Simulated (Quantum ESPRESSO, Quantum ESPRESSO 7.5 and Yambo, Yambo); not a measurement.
# A GW chain in Yambo: PtS2 (1T monolayer)

How does a plane-wave GW calculation on PtS2 (1T monolayer) run from the first input to the gap?

Program: Quantum ESPRESSO 7.5 and Yambo 5.3.0. Level of theory: PBE and many-body steps on it, plane waves. Results are calculated unless marked as measured.

This is a report of a sequence of runs, with most program output left out.

### 1. Starting point

The cell holds 3 atoms: 1 Pt and 2 S. Cell: a = 3.574 Å, b = 3.574 Å, c = 15.000 Å, α = 90.0°, β = 90.0°, γ = 120.0°. Vacuum lies along c.

The structure was relaxed with PBE. The runs that relaxed it are not among those shown. Spin-orbit coupling is left out unless a step names it.

### 2. Ground state

This step: Quantum ESPRESSO 7.5; DFT, PBE, plane waves, norm-conserving pseudopotentials.

The ground-state density comes first.

pw.in

```
&control
  calculation = 'scf'
  prefix = 'x'
  outdir = 'o'
  pseudo_dir = 'pseudo'
/
&system
  ibrav = 0
  nat = 3
  ntyp = 2
  ecutwfc = 76.0
  nbnd = 20
  force_symmorphic = .true.
/
&electrons
  conv_thr = 1e-10
  electron_maxstep = 80
  mixing_beta = 0.5
/
ATOMIC_SPECIES
  Pt 195.08 Pt.upf
  S 32.06 S.upf
CELL_PARAMETERS angstrom
  3.5735303948 0.0000000003 0.0000000000
  -1.7867651977 3.0947681030 0.0000000000
  0.0000000000 0.0000000000 15.0000000000
ATOMIC_POSITIONS crystal
  Pt 0.0000000000 0.0000000000 0.5000000000
  S 0.3333333333 0.6666666667 0.5818569216
  S 0.6666666667 0.3333333333 0.4181430784
K_POINTS automatic
  12 12 1 0 0 0
```

Launch:

```console
$ OMP_NUM_THREADS=1 mpirun -n 16 pw.x -nk 8 -in pw.in > pw.out
```

The job ended after 8.2 s (16 MPI ranks of Arm Neoverse V2, shared host; peak memory 1.3 GiB; 2.2 min of CPU time).

Numbers from this step:

* total energy: -4155.3492 eV
* gap: 1.767 eV
* k of the valence top: 0.1667, 0.1667, 0
* k of the conduction bottom: 0, 0.25, 0
* least direct gap: 1.907 eV

The gap is indirect, with the least direct gap 0.14 eV higher.

### 3. Bands along the symmetry lines

Levels along a band path, at the cheap level, show where the edges lie and whether the meshes to come will hold them.

pw.in

```
&control
  calculation = 'bands'
  prefix = 'x'
  outdir = 'o'
  pseudo_dir = 'pseudo'
/
&system
  ibrav = 0
  nat = 3
  ntyp = 2
  ecutwfc = 76.0
  nbnd = 21
  force_symmorphic = .true.
/
&electrons
  conv_thr = 1e-9
  electron_maxstep = 80
  diago_full_acc = .true.
  diago_thr_init = 5e-6
/
ATOMIC_SPECIES
  Pt 195.08 Pt.upf
  S 32.06 S.upf
CELL_PARAMETERS angstrom
  3.5735303948 0.0000000003 0.0000000000
  -1.7867651977 3.0947681030 0.0000000000
  0.0000000000 0.0000000000 15.0000000000
ATOMIC_POSITIONS crystal
  Pt 0.0000000000 0.0000000000 0.5000000000
  S 0.3333333333 0.6666666667 0.5818569216
  S 0.6666666667 0.3333333333 0.4181430784
K_POINTS crystal
  25
  0.00000000 0.00000000 0.00000000 1
  0.06250000 0.00000000 0.00000000 1
  0.12500000 0.00000000 0.00000000 1
  0.18750000 0.00000000 0.00000000 1
  0.25000000 0.00000000 0.00000000 1
  0.31250000 0.00000000 0.00000000 1
  0.37500000 0.00000000 0.00000000 1
  0.43750000 0.00000000 0.00000000 1
  0.50000000 0.00000000 0.00000000 1
  0.47916667 0.04166667 0.00000000 1
  0.45833333 0.08333333 0.00000000 1
  0.43750000 0.12500000 0.00000000 1
  0.41666666 0.16666666 0.00000000 1
  0.39583333 0.20833333 0.00000000 1
  0.37500000 0.25000000 0.00000000 1
  0.35416666 0.29166666 0.00000000 1
  0.33333333 0.33333333 0.00000000 1
  0.29166666 0.29166666 0.00000000 1
  0.25000000 0.25000000 0.00000000 1
  0.20833333 0.20833333 0.00000000 1
  0.16666666 0.16666666 0.00000000 1
  0.12500000 0.12500000 0.00000000 1
  0.08333333 0.08333333 0.00000000 1
  0.04166667 0.04166667 0.00000000 1
  0.00000000 0.00000000 0.00000000 1
```

Launch:

```console
$ OMP_NUM_THREADS=1 mpirun -n 16 pw.x -nk 16 -in pw.in > pw.out
```

It took 4 s on 16 MPI ranks; peak memory 1.6 GiB; 62 s of CPU time.

This step gave:

```yaml
gap: 1.767 eV
k_of_the_valence_top: 0.1667, 0.1667, 0
k_of_the_conduction_bottom: 0.25, 0, 0
least_direct_gap: 1.907 eV
```

The gap is 1.767 eV, as in the run before at this level.

The electronic bands at the labelled points (eV, zero at the top of the highest filled band):

```
  point  band 12  band 13  band 14  band 15  band 16  band 17  band 18  band 19
      Γ    -0.77    -0.66    -0.29    -0.29     3.20     3.20     5.37     5.86
halfway    -2.00    -0.42    -0.41    -0.14     1.77     2.76     6.19     6.69
      M    -2.10    -2.02    -1.67    -1.37     2.79     2.98     5.52     6.76
halfway    -2.23    -2.19    -1.09    -0.75     2.30     2.60     6.21     7.82
      K    -2.44    -2.23    -0.71    -0.71     2.15     2.15     6.86     8.97
halfway    -2.05    -0.80    -0.48     0.00     2.10     2.14     6.84     7.06
      Γ    -0.77    -0.66    -0.29    -0.29     3.20     3.20     5.37     5.86
```

### 4. Empty states on the mesh, 6×6×1 mesh, 128 bands

The sums over transitions need many empty states on a uniform mesh; this step solves for them.

pw.in

```
&control
  calculation = 'nscf'
  prefix = 'x'
  outdir = 'o'
  pseudo_dir = 'pseudo'
/
&system
  ibrav = 0
  nat = 3
  ntyp = 2
  ecutwfc = 76.0
  nbnd = 128
  force_symmorphic = .true.
/
&electrons
  conv_thr = 1e-9
  electron_maxstep = 80
  diago_full_acc = .true.
  diago_thr_init = 5e-6
/
ATOMIC_SPECIES
  Pt 195.08 Pt.upf
  S 32.06 S.upf
CELL_PARAMETERS angstrom
  3.5735303948 0.0000000003 0.0000000000
  -1.7867651977 3.0947681030 0.0000000000
  0.0000000000 0.0000000000 15.0000000000
ATOMIC_POSITIONS crystal
  Pt 0.0000000000 0.0000000000 0.5000000000
  S 0.3333333333 0.6666666667 0.5818569216
  S 0.6666666667 0.3333333333 0.4181430784
K_POINTS automatic
  6 6 1 0 0 0
```

Launch:

```console
$ OMP_NUM_THREADS=1 mpirun -n 16 pw.x -nk 4 -in pw.in > pw.out
```

Wall time 10 s (16 MPI ranks); peak memory 1.3 GiB.

Numbers from this step:

| Property | Result |
| --- | --- |
| gap | 2.039 eV |
| k of the valence top | 0.1667, 0.1667, 0 |
| k of the conduction bottom | 0, 0.1667, 0 |
| least direct gap | 2.065 eV |
| k points computed | 7 |
| lowest point of the top converged band, above the valence top | 44.48 eV |

On this mesh the gap is 2.039 eV. The earlier step found 1.767 eV, so this mesh misses an edge.

### 5. Conversion and set-up

This step: Yambo 5.3.0; conversion and set-up on PBE, plane waves, norm-conserving pseudopotentials.

The states are converted to the many-body program's format and the q mesh is built.

Launch:

```console
$ (cd o/x.save; p2y > p2y.log; mv SAVE ../..); yambo > setup.log
```

The job ended after 2.5 s (1 MPI rank; peak memory 0.25 GiB).

### 6. Screening and self-energy, 6×6×1 mesh, 128 bands, screening to 129.3 eV

G0W0 replaces the xc potential by the self-energy, built once from these orbitals. Only a window of levels is corrected, while the sums run over the empty bands that the input names.

This step: G0W0 on PBE, plane waves, norm-conserving pseudopotentials.

gw1.in

```
HF_and_locXC
gw0
dyson
ppa
em1d
rim_cut
rim_w
RandQpts= 3000000
RandGvec= 100 RL
CUTGeo= "slab z"
RandGvecW= 9 RL
EXXRLvcs= 76 Ry
VXCRLvcs= 304 Ry
Chimod= "HARTREE"
% BndsRnXp
 1 | 128 |
%
NGsBlkXp= 9.5 Ry
% LongDrXp
 1 | 1 | 0 |
%
% GbndRnge
 1 | 128 |
%
DysSolver= "n"
ExtendOut
PPAPntXp= 27.21138 eV
% QPkrange
 5 | 5 | 14 | 17 |
 2 | 2 | 14 | 17 |
 1 | 1 | 14 | 17 |
%
```

Launch:

```console
$ OMP_NUM_THREADS=2 mpirun -n 8 yambo -F gw1.in -J gw1 -C gw1 > gw1.log
```

Wall time 1.9 min (8 MPI ranks); peak memory 5.4 GiB; 28 min of CPU time.

Numbers from this step:

```yaml
g0w0_gap_on_the_points_computed: 3.272 eV
starting_gap_on_the_mesh: 2.039 eV
k_of_the_valence_top: 0, 0.1667, 0
k_of_the_conduction_bottom: 0, 0.1667, 0
least_direct_g0w0_gap_on_the_computed_points: 3.272 eV
z_at_the_valence_top: 0.7472
z_at_the_conduction_bottom: 0.7538
```

The gap on the mesh goes from 2.04 eV to 3.27 eV, a correction of +1.23 eV. The start differs from the 1.77 eV found before because the two sample other k points.

Limits: finite bands, cutoff and mesh; no spin polarisation; d states lean on the start; no spin-orbit coupling. v1 is the top filled band, c1 the lowest empty one. Levels before and after the correction, in eV, zero at the valence-band top of each column:

```
           conduction bottom  valence top
Kohn-Sham               2.04         0.00
     G0W0               3.27         0.00
```

```
                    level  energy (eV)
Kohn-Sham  (0 0.167 0) v2       -0.225
Kohn-Sham  (0 0.167 0) v1       -0.026
Kohn-Sham  (0 0.167 0) c1        2.039
Kohn-Sham  (0 0.167 0) c2        2.864
     G0W0  (0 0.167 0) v2       -0.327
     G0W0  (0 0.167 0) v1        0.000
     G0W0  (0 0.167 0) c1        3.272
     G0W0  (0 0.167 0) c2        4.173
```

### 7. Where the time went

Times are wall times on the hardware named with each run, good to a factor of about two.

```
                          step     time  share  memory (GiB)
                  ground state    8.2 s    6 %           1.3
bands along the symmetry lines      4 s    3 %           1.6
      empty states on the mesh     10 s    7 %           1.3
         conversion and set-up    2.5 s    2 %          0.25
     screening and self-energy  1.9 min   82 %           5.4
```

### 8. Results

| Item | Value |
| --- | --- |
| PBE gap | 1.77 eV, indirect |
| G0W0 gap on the mesh | 3.27 eV |
| G0W0 gap over the zone (rigid shift) | 3.00 eV |
| GW settings | 6×6×1 mesh, 128 bands, screening to 129.3 eV, Godby-Needs plasmon pole |
| known limits | not at the basis limit; no spin polarisation; d states lean on the start; no spin-orbit coupling |

In words: G0W0 moves the gap on the mesh from 2.04 eV to 3.27 eV (+1.23 eV), with Z of 0.75 and 0.75 at the edges. The mesh misses the band edges by 0.27 eV in all; a rigid shift gives 3.00 eV for the zone. Only 3 of the mesh's irreducible points were corrected, so a valley elsewhere could overtake. The dearest step here is «screening and self-energy». Bands and cutoff are finite, so the gap is not at the basis limit. The miss can reach some tenths of an eV and take either sign; the mesh is an error of its own. In the G0W0 run levels were corrected at 3 k points alone, so a gap called «on the mesh» is the least over those, and an edge elsewhere would be missed. A denser mesh or path gives a starting gap of 1.77 eV: the GW mesh misses a band edge, so its gaps are not the fundamental one. The runs have no spin polarisation. For a closed low-spin shell that is the natural state; where a d or f shell is open it is a constraint, and the gap is then not the crystal's own. With d states at the gap, one-shot GW leans hard on its start. The many-body steps are scalar-relativistic: spin-orbit coupling is not in them.

[Paths, hosts, dates, memory and timing lines, banners, echoed tables and standing remarks are left out of the program output.]

[Logs are printed without paths, hosts, clocks, repeated set-up lines and the standing remarks that a program may print on its own settings, such as how far it seeks lower states.]

[Runs of the session that timed out or met a known fault of the program may be left out.]

[Hosts, paths, dates, database ids (printed as entryN), source tags and the programs' standing remarks are cut or masked in the printed files.]
